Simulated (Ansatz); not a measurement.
CuAu (P4/mmm): Drude plasma energy along x against volume

The cell of CuAu (P4/mmm) is scaled evenly and the response computed anew at each volume, on one mesh. x, y and z are the Cartesian axes of the input cell.

It takes space group P4/mmm (No. 123, tetragonal). Conventional cell: a = 2.811 Å, b = 2.811 Å, c = 3.685 Å, α = 90.00°, β = 90.00°, γ = 90.00°. Au on site a has 8 Cu at 2.71 Å and 4 Au at 2.81 Å as nearest neighbours. Cu on site d is surrounded by 8 Au at 2.71 Å and 4 Cu at 2.81 Å.

Method: Ansatz 0.2.0, LDA, independent particles, k-mesh 14×14×12 with interpolation inside its cells, Gaussian parameter 0.1 eV.

Launch of the response step: `ansatz run input.yaml --threads 4 --pin off --max-ram 8192MiB --backend cpu --events-out ev --progress --plain --runs-dir out`. The series took 8.8 min in all, on 4 threads of Intel(R) Xeon(R) Processor @ 2.70GHz (shared host).

```tsv
V/V₀	V (Å³, primitive cell)	Drude plasma energy along x (eV)
0.94	27.37	?
0.96	27.95	7.8645
0.98	28.53	7.8863
1.00	29.11	7.9071
1.02	29.69	7.9259
1.04	30.28	7.9424
1.06	30.86	7.9566
```

For small changes the quantity should be close to linear in ln V.

Working, on the rows shown:

| x = ln(V/V₀) | y = Drude plasma energy along x |
| --- | --- |
| -0.040822 | 7.8645 |
| -0.0202027 | 7.8863 |
| 0 | 7.9071 |
| 0.0198026 | 7.9259 |
| 0.0392207 | 7.9424 |
| 0.0582689 | 7.9566 |

Means: x̄ = 0.0093779, ȳ = 7.9138. Σ(x − x̄)(y − ȳ) = 0.006423, Σ(x − x̄)² = 0.006873. Slope = 0.006423 / 0.006873 = 0.9346; intercept = ȳ − slope · x̄ = 7.905. The line misses the rows shown by at most 0.0029 eV.

Problem. Fill in the last column of the withheld row.

Solution. At x = -0.061875 the line gives y = 7.8472 eV. The run gave 7.8434 eV, so the extrapolation is off by 0.0038 eV, 3 % of the range in the table.

Between the rows on either side of x = 0 the slope is (7.9259 − 7.8863) / (0.019803 − (-0.020203)) = 0.9899. So d ln ωp/d ln V = +0.13; free electrons would give −0.50. The cell comes from an older database entry, whose edges can be off by a per cent or so. The values come from a sum over the points of one k-mesh and carry its error, which is largest for Fermi-surface quantities. Spin-orbit coupling is left out.

[Logs are printed without paths, hosts, clocks, repeated set-up lines and the standing remarks that a program may print on its own settings, such as how far it seeks lower states.]
